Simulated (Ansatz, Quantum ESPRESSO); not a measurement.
# DyHSe (P-6m2): modes at Γ and the response to a field, part 2 of 3

Wanted: the vibrations of DyHSe (P-6m2) at Γ, by two programs.

Quantum ESPRESSO 7.5; DFT PBEsol, scalar-relativistic, plane waves, PseudoDojo norm-conserving, 4f in core pseudopotentials.

So far. Step 2 (A first look): A gap of 1.4 eV opens on this mesh, so the crystal is taken as an insulator; the start stands at -3.6 GPa. Step 4 (Ground state): The cell stands at -0.18 GPa, close enough for phonons. The relaxed cell has a = 3.780, c = 3.844 Å (conventional setting).

### 5. Zone-centre response

At q = 0 one unit cell holds all displacements; symmetry groups them into irreducible representations that are solved one by one. The response to a field gives ε∞ and the Born charges, which polar modes need.

ph.in reads:

```
phonons
&INPUTPH
  prefix = 'x'
  outdir = './tmp'
  fildyn = 'g.dyn'
  tr2_ph = 1.0d-18
  epsil  = .true.
/
0.000000000 0.000000000 0.000000000
```

Run with:

```sh
$ OMP_NUM_THREADS=1 mpirun -n 8 ph.x -nk 8 -in ph.in > ph.out
```

What it wrote:

```text
[banners, grids, parts of the stress and lines that vanish by symmetry left out]
[banner, memory and clock lines left out]
Program PHONON v.7.5

     ./tmp/x.save/

     IMPORTANT: XC functional enforced from input :
     Exchange-correlation= PBESOL
                           (   1   4  10   8   0   0   0)
     Any further DFT definition will be discarded
     Please, verify this is what you really want

     G-vector sticks info

     Reading collected, re-writing distributed wavefunctions in ./tmp/

     Number and degeneracy of irreps per q-point
       N         xq(1)         xq(2)         xq(3)   N irreps
       1   0.000000000   0.000000000   0.000000000       6
        2   2   2   1   1   1

     Calculation of q =    0.0000000   0.0000000   0.0000000

     phonons

     bravais-lattice index     =            4
     lattice parameter (alat)  =       7.1438  a.u.
     unit-cell volume          =     321.0283 (a.u.)^3
     number of atoms/cell      =            3
     number of atomic types    =            3
     kinetic-energy cut-off    =      78.0000  Ry
     charge density cut-off    =     312.0000  Ry
     convergence threshold     =      1.0E-18
     beta                      =       0.7000
     number of iterations used =            4
     Exchange-correlation= PBESOL
                           (   1   4  10   8   0   0   0)

     celldm(1)=    7.14384  celldm(2)=    0.00000  celldm(3)=    1.01676
     celldm(4)=    0.00000  celldm(5)=    0.00000  celldm(6)=    0.00000

     crystal axes: (cart. coord. in units of alat)
               a(1) = (  1.0000  0.0000  0.0000 )
               a(2) = ( -0.5000  0.8660  0.0000 )
               a(3) = (  0.0000  0.0000  1.0168 )

     reciprocal axes: (cart. coord. in units 2 pi/alat)
               b(1) = (  1.0000  0.5774 -0.0000 )
               b(2) = (  0.0000  1.1547  0.0000 )
               b(3) = (  0.0000 -0.0000  0.9835 )

     Atoms inside the unit cell:

     Cartesian axes

     site n.  atom      mass           positions (alat units)
        1  Dy    162.5000   tau(    1) = (    0.00000    0.00000    0.00000  )
        2  H       1.0080   tau(    2) = (   -0.00000    0.57735    0.00000  )
        3  Se     78.9710   tau(    3) = (    0.50000    0.28868    0.50838  )

     Computing dynamical matrix for
                    q = (   0.0000000   0.0000000   0.0000000 )

     13 Sym.Ops. (with q -> -q+G )

     G cutoff =  403.3281  (  29843 G-vectors)     FFT grid: ( 45, 45, 45)
     number of k points=    48
                       cart. coord. in units 2pi/alat
        k(    1) = (   0.0000000   0.0000000   0.0000000), wk =   0.0041152
        k(    2) = (   0.0000000   0.0000000   0.1639198), wk =   0.0082305
        k(    3) = (   0.0000000   0.0000000   0.3278396), wk =   0.0082305
        [... further k-points left out ...]

     PseudoPot. # 1 for Dy read from file:
     ./pseudo/Dy.upf
     Pseudo is Norm-conserving + core correction, Zval = 11.0
     Using radial grid of 1828 points,  7 beta functions with:
                l(1) =   0
                l(2) =   0
                l(3) =   1
                l(4) =   1
                l(5) =   2
                l(6) =   2
                l(7) =   3

     PseudoPot. # 2 for H  read from file:
     ./pseudo/H.upf
     Pseudo is Norm-conserving, Zval =  1.0
     Using radial grid of 1180 points,  3 beta functions with:
                l(1) =   0
                l(2) =   0
                l(3) =   1

     PseudoPot. # 3 for Se read from file:
     ./pseudo/Se.upf
     Pseudo is Norm-conserving + core correction, Zval = 16.0
     Using radial grid of 1198 points,  6 beta functions with:
                l(1) =   0
                l(2) =   0
                l(3) =   1
                l(4) =   1
                l(5) =   2
                l(6) =   2

     Mode symmetry, D_3h (-62m) point group:

     Electric field:
     Dielectric constant
     Born effective charges as d Force / d E

     Atomic displacements:
     There are    6 irreducible representations

     Representation     1      2 modes -  To be done

     Representation     2      2 modes -  To be done

     Representation     3      2 modes -  To be done

     Representation     4      1 modes -  To be done

     Representation     5      1 modes -  To be done

     Representation     6      1 modes -  To be done

     Alpha used in Ewald sum =   2.8000

     Electric Fields Calculation

      thresh= 1.000E-02 alpha_mix =  0.700 |ddv_scf|^2 =  1.315E-07

      thresh= 3.626E-05 alpha_mix =  0.700 |ddv_scf|^2 =  2.462E-08

      thresh= 1.569E-05 alpha_mix =  0.700 |ddv_scf|^2 =  7.296E-10

      thresh= 2.701E-06 alpha_mix =  0.700 |ddv_scf|^2 =  4.334E-11

      thresh= 6.583E-07 alpha_mix =  0.700 |ddv_scf|^2 =  3.087E-12

      thresh= 1.757E-07 alpha_mix =  0.700 |ddv_scf|^2 =  8.303E-14

      thresh= 2.882E-08 alpha_mix =  0.700 |ddv_scf|^2 =  4.415E-15

      thresh= 6.645E-09 alpha_mix =  0.700 |ddv_scf|^2 =  1.116E-16

      thresh= 1.056E-09 alpha_mix =  0.700 |ddv_scf|^2 =  1.164E-17

      thresh= 3.412E-10 alpha_mix =  0.700 |ddv_scf|^2 =  1.147E-18

      thresh= 1.071E-10 alpha_mix =  0.700 |ddv_scf|^2 =  9.634E-20

     End of electric fields calculation

          Dielectric constant in cartesian axis

          (       9.367245091       0.000000000       0.000000000 )
          (       0.000000000       9.367245091      -0.000000000 )
          (       0.000000000       0.000000000       9.154143071 )

          Effective charges (d Force / dE) in cartesian axis without acoustic sum rule applied (asr)

           atom    1  Dy    Mean Z*:        3.11807
      Ex  (        3.10160        0.00000        0.00000 )
      Ey  (        0.00000        3.10160        0.00000 )
      Ez  (       -0.00000       -0.00000        3.15101 )
           atom    2  H     Mean Z*:       -1.11922
      Ex  (       -1.38112        0.00000        0.00000 )
      Ey  (        0.00000       -1.38112        0.00000 )
      Ez  (        0.00000       -0.00000       -0.59544 )
           atom    3  Se    Mean Z*:       -2.00744
      Ex  (       -1.72886        0.00000        0.00000 )
      Ey  (        0.00000       -1.72886       -0.00000 )
      Ez  (        0.00000       -0.00000       -2.56461 )

          Effective charges Sum: Mean:       -0.00860
             -0.00838        0.00000        0.00000
              0.00000       -0.00838       -0.00000
              0.00000       -0.00000       -0.00904

          Effective charges (d Force / dE) in cartesian axis with asr applied:
           atom    1  Dy    Mean Z*:        3.12093
      E*x (        3.10439       -0.00000        0.00000 )
      E*y (       -0.00000        3.10439        0.00000 )
      E*z (       -0.00000        0.00000        3.15402 )
           atom    2  H     Mean Z*:       -1.11636
      E*x (       -1.37833       -0.00000        0.00000 )
      E*y (       -0.00000       -1.37833        0.00000 )
      E*z (        0.00000        0.00000       -0.59242 )
           atom    3  Se    Mean Z*:       -2.00457
      E*x (       -1.72606        0.00000        0.00000 )
      E*y (        0.00000       -1.72606       -0.00000 )
      E*z (        0.00000       -0.00000       -2.56160 )

     Representation #   1 modes #   1   2

     Self-consistent Calculation

      thresh= 1.000E-02 alpha_mix =  0.700 |ddv_scf|^2 =  1.016E-05

      thresh= 3.187E-04 alpha_mix =  0.700 |ddv_scf|^2 =  2.517E-06

      thresh= 1.587E-04 alpha_mix =  0.700 |ddv_scf|^2 =  2.260E-09

[...]
End of self-consistent calculation

     Convergence has been achieved

     Representation #   2 modes #   3   4

     Self-consistent Calculation

[...]
End of self-consistent calculation

     Convergence has been achieved

     Representation #   3 modes #   5   6

     Self-consistent Calculation

[...]
End of self-consistent calculation

     Convergence has been achieved

     Representation #   4 mode #   7

     Self-consistent Calculation

[...]
End of self-consistent calculation

     Convergence has been achieved

     Representation #   5 mode #   8

     Self-consistent Calculation

[...]
End of self-consistent calculation

     Convergence has been achieved

     Representation #   6 mode #   9

     Self-consistent Calculation

[...]
thresh= 1.186E-05 alpha_mix =  0.700 |ddv_scf|^2 =  3.805E-10

      thresh= 1.951E-06 alpha_mix =  0.700 |ddv_scf|^2 =  5.276E-12

      thresh= 2.297E-07 alpha_mix =  0.700 |ddv_scf|^2 =  1.307E-13

      thresh= 3.616E-08 alpha_mix =  0.700 |ddv_scf|^2 =  5.560E-15

      thresh= 7.457E-09 alpha_mix =  0.700 |ddv_scf|^2 =  2.100E-17

      thresh= 4.582E-10 alpha_mix =  0.700 |ddv_scf|^2 =  1.226E-18

      thresh= 1.107E-10 alpha_mix =  0.700 |ddv_scf|^2 =  1.151E-20

     End of self-consistent calculation

     Convergence has been achieved

     Number of q in the star =    1
     List of q in the star:
          1   0.000000000   0.000000000   0.000000000

          Dielectric constant in cartesian axis

          (       9.367245091       0.000000000       0.000000000 )
          (       0.000000000       9.367245091      -0.000000000 )
          (       0.000000000       0.000000000       9.154143071 )

          Effective charges (d Force / dE) in cartesian axis without acoustic sum rule applied (asr)

           atom    1  Dy    Mean Z*:        3.11807
      Ex  (        3.10160        0.00000        0.00000 )
      Ey  (        0.00000        3.10160        0.00000 )
      Ez  (       -0.00000       -0.00000        3.15101 )
           atom    2  H     Mean Z*:       -1.11922
      Ex  (       -1.38112        0.00000        0.00000 )
      Ey  (        0.00000       -1.38112        0.00000 )
      Ez  (        0.00000       -0.00000       -0.59544 )
           atom    3  Se    Mean Z*:       -2.00744
      Ex  (       -1.72886        0.00000        0.00000 )
      Ey  (        0.00000       -1.72886       -0.00000 )
      Ez  (        0.00000       -0.00000       -2.56461 )

          Effective charges Sum: Mean:       -0.00860
             -0.00838        0.00000        0.00000
              0.00000       -0.00838       -0.00000
              0.00000       -0.00000       -0.00904

          Effective charges (d Force / dE) in cartesian axis with asr applied:
           atom    1  Dy    Mean Z*:        3.12093
      E*x (        3.10439       -0.00000        0.00000 )
      E*y (       -0.00000        3.10439        0.00000 )
      E*z (       -0.00000        0.00000        3.15402 )
           atom    2  H     Mean Z*:       -1.11636
      E*x (       -1.37833       -0.00000        0.00000 )
      E*y (       -0.00000       -1.37833        0.00000 )
      E*z (        0.00000        0.00000       -0.59242 )
           atom    3  Se    Mean Z*:       -2.00457
      E*x (       -1.72606        0.00000        0.00000 )
      E*y (        0.00000       -1.72606       -0.00000 )
      E*z (        0.00000       -0.00000       -2.56160 )

     Diagonalizing the dynamical matrix

     q = (    0.000000000   0.000000000   0.000000000 )

 **************************************************************************
     freq (    1) =      -0.044156 [THz] =      -1.472874 [cm-1]
     freq (    2) =      -0.044156 [THz] =      -1.472874 [cm-1]
     freq (    3) =       0.115207 [THz] =       3.842887 [cm-1]
     freq (    4) =       5.183829 [THz] =     172.913908 [cm-1]
     freq (    5) =       5.183829 [THz] =     172.913908 [cm-1]
     freq (    6) =       5.693540 [THz] =     189.916040 [cm-1]
     freq (    7) =      21.173699 [THz] =     706.278575 [cm-1]
     freq (    8) =      33.709480 [THz] =    1124.427227 [cm-1]
     freq (    9) =      33.709480 [THz] =    1124.427227 [cm-1]
 **************************************************************************

     Mode symmetry, D_3h (-62m) point group:

     freq (   1-   2) =         -1.5  [cm-1]   --> E'              I+R
     freq (   3-   3) =          3.8  [cm-1]   --> A''2            I
     freq (   4-   5) =        172.9  [cm-1]   --> E'              I+R
     freq (   6-   6) =        189.9  [cm-1]   --> A''2            I
     freq (   7-   7) =        706.3  [cm-1]   --> A''2            I
     freq (   8-   9) =       1124.4  [cm-1]   --> E'              I+R
```

Run time: 4.1 min. Hardware: 8 MPI ranks of Arm Neoverse V2, shared host; 33 min of CPU time.

Read from the output:

```
miss of the charge sum rule                                       : 0.009040 e
largest acoustic frequency at the zone centre before the sum rule : 3.84 cm⁻¹
highest optical zone-centre mode (no LO-TO term)                  : 1124 cm⁻¹
lowest optical zone-centre mode                                   : 172.9 cm⁻¹
mean high-frequency dielectric constant                           : 9.296
largest Born charge in size (third of the trace)                  : 3.118 e
```

Born charge (rows field, columns displacement), before the sum rule (e), principal values of the symmetric part by kind of site:

```
atom  atoms with these values    low  middle   high   mean
 Dy1                        1   3.10    3.10   3.15   3.12
  H2                        1  -1.38   -1.38  -0.60  -1.12
 Se3                        1  -2.56   -1.73  -1.73  -2.01
```

In full for H2:

```
-1.38  0.00  0.00
 0.00 -1.38  0.00
 0.00  0.00 -0.60
```

High-frequency dielectric tensor:

```
9.37 0.00 0.00
0.00 9.37 0.00
0.00 0.00 9.15
```

The acoustic modes at Γ come out as far as 3.8 cm⁻¹ from zero, where they should vanish, a small numerical error; the Born charges miss their sum rule by 0.0090 e, which is good.

### 6. Modes with the sum rule

A rigid shift of the crystal must cost nothing, but grids and finite bases break this; the acoustic sum rule is imposed before the matrix is diagonalised again. With Born charges the intensities follow, and the static dielectric tensor.

dynmat.in reads:

```
&INPUT
  fildyn = 'g.dyn'
  asr    = 'simple'
  fileig = 'dynmat.eig'
  lperm  = .true.
/
```

Run with:

```sh
$ dynmat.x -in dynmat.in > dynmat.out
```

What it wrote:

```text
[banner, memory and clock lines left out]
Program DYNMAT v.7.5

     Reading Dynamical Matrix from file g.dyn
     ...Force constants read
     ...epsilon and Z* read
     A direction for q was not specified:TO-LO splitting will be absent

     Polarizability (A^3 units)
     multiply by 0.265576 for Clausius-Mossotti correction
        31.675201    0.000000    0.000000
         0.000000   31.675201    0.000000
         0.000000   -0.000000   30.868478

     IR activities are in (D/A)^2/amu units

# mode   [cm-1]    [THz]      IR
    1     -0.00   -0.0000    0.0000
    2      0.00    0.0000    0.0000
    3      0.00    0.0000    0.0000
    4    172.88    5.1829    1.7476
    5    172.88    5.1829    1.7476
    6    189.80    5.6900    3.7491
    7    707.00   21.1953    7.6131
    8   1124.86   33.7225   43.9733
    9   1124.86   33.7225   43.9733

Electronic dielectric permittivity tensor (relative, adimensional)
         9.367245    0.000000    0.000000
         0.000000    9.367245    0.000000
         0.000000   -0.000000    9.154143

 ... with zone-center polar mode contributions
        13.546793   -0.000000   -0.000000
        -0.000000   13.546793    0.000000
        -0.000000    0.000000   14.503011

[end of the log left out, with the tail of the file of modes that dynmat.x writes under the same name]
```

Wall time 0.47 s (1 thread).

This step gave:

* highest optical zone-centre mode (no LO-TO term): 1125 cm⁻¹
* mean static dielectric constant: 13.87

Unit eigenvectors of the mass-weighted matrix after the sum rule; no LO-TO term. Modes at Γ, with each element's share of the kinetic energy:

```
mode  frequency (cm⁻¹)  symmetry  Dy %  H %  Se %
   1               0.0  acoustic    67    0    33
   2               0.0  acoustic    67    0    33
   3               0.0  acoustic    67    0    33
   4             172.9        E'    33    0    67
   5             172.9        E'    33    0    67
   6             189.8      A''2    33    0    67
   7             707.0      A''2     0   99     1
   8            1124.9        E'     0  100     0
   9            1124.9        E'     0  100     0
```

Displacements in mode 4 (172.9 cm⁻¹), the largest set to 1:
```
Dy1  0.13 -0.48  0.00
H2   0.05 -0.18  0.00
Se3 -0.26  1.00  0.00
```

Displacements in mode 9 (1124.9 cm⁻¹), the largest set to 1:
```
Dy1 0.00 0.00 0.00
H2  0.00 1.00 0.00
Se3 0.00 0.00 0.00
```

Degenerate modes summed, no LO-TO term. Infrared lines, with heights relative to the strongest:

```
position (cm⁻¹)  lines merged  label  IR intensity, relative
            173             2     E'                     4.0
            190             1   A''2                     4.3
            707             1   A''2                     8.7
           1125             2     E'                     100
```

Static dielectric tensor (ions relaxed, fixed cell):

```
13.55  0.00  0.00
 0.00 13.55  0.00
 0.00  0.00 14.50
```

The rule also moves an optical mode by 0.7 cm⁻¹.

### 7. Sum rules set otherwise: a sum rule for molecules or wires on a crystal

This rule also removes rotations, which suits molecules and not a crystal; it is tried to see the harm.

dynmat.in reads:

```
&INPUT
  fildyn = 'g.dyn'
  asr    = 'zero-dim'
  fileig = 'dynmat.eig'
  lperm  = .true.
/
```

Run with:

```sh
$ dynmat.x -in dynmat.in > dynmat.out
```

What it wrote:

```text
[banner, memory and clock lines left out]
Program DYNMAT v.7.5

     Reading Dynamical Matrix from file g.dyn
     ...Force constants read
     ...epsilon and Z* read
     Acoustic Sum Rule: || Z*(ASR) - Z*(orig)|| =    4.633484E+00
     Acoustic Sum Rule: ||dyn(ASR) - dyn(orig)||=    3.713167E-01
     A direction for q was not specified:TO-LO splitting will be absent

     Polarizability (A^3 units)
     multiply by 0.265576 for Clausius-Mossotti correction
        31.675201    0.000000    0.000000
         0.000000   31.675201    0.000000
         0.000000   -0.000000   30.868478

     IR activities are in (D/A)^2/amu units

# mode   [cm-1]    [THz]      IR
    1     -0.00   -0.0000    0.0000
    2     -0.00   -0.0000    0.0000
    3      0.00    0.0000    0.0000
    4      0.00    0.0000    0.0000
    5      0.00    0.0000    0.0000
    6      0.00    0.0000    0.0000
    7    183.48    5.5005    2.8837
    8    885.63   26.5505   14.5494
    9   1163.64   34.8850   97.0351

Electronic dielectric permittivity tensor (relative, adimensional)
         9.367245    0.000000    0.000000
         0.000000    9.367245    0.000000
         0.000000   -0.000000    9.154143

 ... with zone-center polar mode contributions
        11.180781    0.447756    1.829207
         0.447756   13.231174    0.272681
         1.829207    0.272681   11.361758

[end of the log left out, with the tail of the file of modes that dynmat.x writes under the same name]
```

It took 0.47 s on 1 thread.

The run ended normally, but on settings that are not sound.

The fault: a sum rule for molecules or wires on a crystal; 3 optical modes are projected out to zero frequency, as if they were rotations, and the static dielectric tensor is spoilt.

For a crystal the rule has to be 'simple' or 'crystal'.

Zone-centre frequencies as printed; negative means imaginary. Modes:

```
mode  frequency (cm⁻¹)
   1                 0
   2                 0
   3                 0
   4                 0
   5                 0
   6                 0
   7             183.5
   8             885.6
   9              1164
```

### 8. The LO-TO splitting (1 0 0)

A longitudinal polar mode sets up a macroscopic field that stiffens it; the term hangs on the direction from which q goes to zero.

dynmat.in reads:

```
&INPUT
  fildyn = 'g.dyn'
  asr    = 'simple'
  fileig = 'dynmat.eig'
  q(1)   = 1.0
  q(2)   = 0.0
  q(3)   = 0.0
/
```

Run with:

```sh
$ dynmat.x -in dynmat.in > dynmat.out
```

What it wrote:

```text
[banner, memory and clock lines left out]
Program DYNMAT v.7.5

     Reading Dynamical Matrix from file g.dyn
     ...Force constants read
     ...epsilon and Z* read

     Polarizability (A^3 units)
     multiply by 0.265576 for Clausius-Mossotti correction
        31.675201    0.000000    0.000000
         0.000000   31.675201    0.000000
         0.000000   -0.000000   30.868478

     IR activities are in (D/A)^2/amu units

# mode   [cm-1]    [THz]      IR
    1     -0.00   -0.0000    0.0000
    2     -0.00   -0.0000    0.0000
    3      0.00    0.0000    0.0000
    4    172.88    5.1829    1.7476
    5    189.80    5.6900    3.7491
    6    192.43    5.7689    1.2726
    7    707.00   21.1953    7.6131
    8   1124.86   33.7225   43.9733
    9   1215.32   36.4344   44.4483

[end of the log left out, with the tail of the file of modes that dynmat.x writes under the same name]
```

The job ended after 0.47 s (1 thread).

Read from the output:

| Property | Result |
| --- | --- |
| highest mode moved by the LO-TO term | 1215 cm⁻¹ |

Zone-centre frequencies as printed; negative means imaginary. Modes:

```
mode  frequency (cm⁻¹)
   1                 0
   2                 0
   3                 0
   4             172.9
   5             189.8
   6             192.4
   7               707
   8              1125
   9              1215
```

The field moves 2 modes; the highest of them now lies at 1215 cm⁻¹, where the highest that moved away lay at 1125.

[end of part 2 of 3]

[Host names and launcher messages were left out of these logs when they were recorded.]

[Logs are printed without paths, hosts, clocks, repeated set-up lines and the standing remarks that a program may print on its own settings, such as how far it seeks lower states.]

[Hosts, paths, dates, database ids (printed as entryN), source tags and the programs' standing remarks are cut or masked in the printed files.]
